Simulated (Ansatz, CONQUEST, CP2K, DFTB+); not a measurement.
# DFTB+ runs on phosphorene, 4 layers, S on P sites (96 atoms), part 2 of 2

Wanted: DFTB+ inputs and outputs for phosphorene, 4 layers, S on P sites (96 atoms), checked against a plane-wave reference.

Program: DFTB+ 25.1; the method stands at each step. Banners, paths, timers and routine set-up lines are dropped from the logs unmarked, and long logs keep their key lines alone; longer cuts are marked.

So far. Step 2 (IPEA1-xTB): Forces lie 93 % from the reference's, at 0.14 times its CPU time (on 1 against 4 cores). Step 3 (GFN2-xTB): Against the first run (93 %), the force difference from the reference is 88 %, at 1.6 times the CPU time (63 SCF steps against 34).

## Step 4: DFTB 3ob-3-1

Method: third-order SCC-DFTB tight binding, 3ob-3-1 parameters, diagonalisation.

The folder slako/ holds the set 3ob-3-1.

dftb_in.hsd

```
Geometry = GenFormat {
  <<< geo.gen
}
Driver = {}
Hamiltonian = DFTB {
  Scc = Yes
  SlaterKosterFiles = Type2FileNames {
    Prefix = "slako/"
    Separator = "-"
    Suffix = ".skf"
  }
  MaxAngularMomentum {
    P = "d"
    S = "d"
  }
  ThirdOrderFull = Yes
  HCorrection = Damping { Exponent = 4.0 }
  HubbardDerivs {
    P = -0.14
    S = -0.11
  }
  SccTolerance = 1e-06
  MaxSccIterations = 300
  Mixer = Broyden { MixingParameter = 0.05 }
  Filling = Fermi { Temperature [K] = 580 }
  KPointsAndWeights = { 0.0 0.0 0.0 1.0 }
}
Analysis {
  PrintForces = Yes
  MullikenAnalysis = Yes
}
ParserOptions { ParserVersion = 14 }
```

geo.gen

```
96 F
P S
[... 100 atom lines left out: the same atoms as in the first run ...]
```

Run with:

```console
$ OMP_NUM_THREADS=1 dftb+ > output.txt
```

The program printed:

```text
Reading input file 'dftb_in.hsd'
Parser version: 14
--------------------------------------------------------------------------------
Reading SK-files:
./slako/P-P.skf
./slako/P-S.skf
./slako/S-S.skf
Done.
Processed input in HSD format written to 'dftb_pin.hsd'
Starting initialization...
--------------------------------------------------------------------------------
WARNING!
[... lines left out ...]
--------------------------------------------------------------------------------
***  Geometry step: 0
 iSCC Total electronic   Diff electronic      SCC error
    1   -0.18822999E+03    0.00000000E+00    0.95108947E+00
    2   -0.18719113E+03   -0.18822999E+03    0.58190859E+00
    3   -0.18256733E+03    0.10388655E+01    0.79177956E+00
[...]
>> Charges saved for restart in charges.bin
[...]
31   -0.18875326E+03    0.22999330E-07    0.17563960E-05
>> Charges saved for restart in charges.bin
   32   -0.18875326E+03    0.19446702E-07    0.42849645E-06
Total Energy:                     -186.8146757806 H        -5083.4860 eV
Extrapolated to 0K:               -186.8247712350 H        -5083.7607 eV
Total Mermin free energy:         -186.8348666894 H        -5084.0354 eV
Force related energy:             -186.8348666894 H        -5084.0354 eV
Volume:                              0.219607E+05 au^3   0.325424E+04 A^3
Pressure:                            0.616557E-04 au     0.181397E+10 Pa
```

detailed.out:

```text
Fermi distribution function
Calculation with static geometry
********************************************************************************
 iSCC Total electronic   Diff electronic      SCC error
   32   -0.18875326E+03    0.19446702E-07    0.42849645E-06
********************************************************************************
 Total charge:    -0.00000000
 Atomic gross charges (e)
[... lines left out ...]
Fermi level:                        -0.1161643040 H           -3.1610 eV
[... lines left out ...]
Band free energy (E-TS):          -189.6332846072 H        -5160.1842 eV
[... lines left out ...]
Total energy:                     -186.8146757806 H        -5083.4860 eV
[... lines left out ...]
Total Mermin free energy:         -186.8348666894 H        -5084.0354 eV
[... lines left out ...]
SCC converged
Total Forces
[... lines left out ...]
    2     -0.003091215929      0.153742813989      0.008952343779
[...]
95     -0.011103214276     -0.002191158803      0.002613435486
   96     -0.011676373583     -0.006681921059     -0.009182014506
Total stress tensor
      0.000089388913      0.000017647127      0.000002807228
      0.000017647128      0.000028344850     -0.000005412782
      0.000002807228     -0.000005412782      0.000067233459
Total lattice derivs
     -0.100466853806     -0.019834130495     -0.003155126804
     -0.022530950171     -0.036189255538      0.006910762951
     -0.000943463041      0.001819146755     -0.022596057317
Maximal derivative component:        0.169189E+00 au
Volume:                              0.219607E+05 au^3
Pressure:                            0.616557E-04 au     0.181397E+10 Pa
Warning: dipole moment is not defined absolutely!
Dipole moment:    2.68526869   -1.40115985    0.20650472 au
Dipole moment:    6.82527277   -3.56139339    0.52488268 Debye
```

Wall time 8.4 s (1 thread of Intel Xeon Platinum 8488C (Sapphire Rapids), shared host); peak memory 0.18 GiB.

Numbers from this run, and their distance from the reference:

```
r.m.s. force component                  : 1.647 eV/Å
r.m.s. difference of force components   : 1234 meV/Å
longest difference of force vectors     : 6801 meV/Å
force difference over r.m.s. force      : 185.3 %
slope of forces against the reference's : 1.842
correlation of force components         : 0.7445
```

Against the first run (93 %), the force difference from the reference is 185 %, at 0.60 times the CPU time.

The difference per atom is largest on S (3.7 eV/Å on average, against 1.0 on P).

## Step 5: Side by side

Differences are against the plane-wave reference, forces as r.m.s. over components; share is that over the reference's r.m.s. force, slope the least-squares factor from reference forces to these. Total energies of different programs have different zeros and aren't compared.

```csv
run,"Δ force, r.m.s. (meV/Å)",share (%),slope,cores,CPU time,memory (GiB)
reference,-,-,-,4,99 s,3.4
DFTB+ IPEA1-xTB,619,93.0,1.212,1,14 s,0.25
DFTB+ GFN2-xTB,588,88.3,1.305,1,23 s,0.27
DFTB+ DFTB 3ob-3-1,1234,185,1.842,1,8.4 s,0.18
```

CPU time is summed over cores on a shared host, where runs went side by side, so it is rough. Symmetry, cutoffs, thresholds, outputs and thread counts weren't matched or tuned between programs; memory under MPI is the largest rank's times the ranks.

Mean charges by element (e), by run and scheme:

```csv
run,scheme,P,S
reference,Löwdin,+0.09,+0.04
DFTB+ IPEA1-xTB,Mulliken,+0.02,-0.08
DFTB+ GFN2-xTB,Mulliken,+0.02,-0.09
DFTB+ DFTB 3ob-3-1,Mulliken,+0.02,-0.06
```

The reference's Löwdin charges lack the electrons that the projection spills, 0.082 e an atom on average.

## Step 6: Summary of results

```json
{"nearest in forces": "DFTB+ GFN2-xTB, 88 %", "its CPU time": "23 s"}
```

Tight binding differs by 88 % (DFTB+ GFN2-xTB) to 185 % (DFTB+ DFTB 3ob-3-1); it is another model, with fitted parameters of its own, and the xTB methods hold dispersion. IPEA1-xTB was fitted to ionisation energies and electron affinities, not to forces or charges. Of the electronic-structure runs that take under half the reference's CPU time, DFTB+ GFN2-xTB comes nearest, at 88 % in 23 s against 99 s, too far off to be of use. Charges hang on model, scheme and program or settings: among these rows the mean for S runs from -0.09 to +0.04 e. Periodic xTB results under one method name differ between programs and library versions (DFTB+ here holds tblite 0.3). The electron count is odd in Ansatz plane waves (reference), and they have no spin polarisation, so the unpaired electron is spread evenly over both spins. The electron count is odd and the run has no spin polarisation, so levels at the top are partly filled by construction. The electronic-structure runs sample only Γ, in a cell whose shortest periodic width is 9 Å, which is coarse for a cell with partly filled levels.

[Also dropped from logs without a mark: logging warnings of Python, and SIESTA's first energy breakdown and zero terms.]

[Logs are printed without paths, hosts, clocks, repeated set-up lines and the standing remarks that a program may print on its own settings, such as how far it seeks lower states.]

[Hosts, paths, dates, database ids (printed as entryN), source tags and the programs' standing remarks are cut or masked in the printed files.]
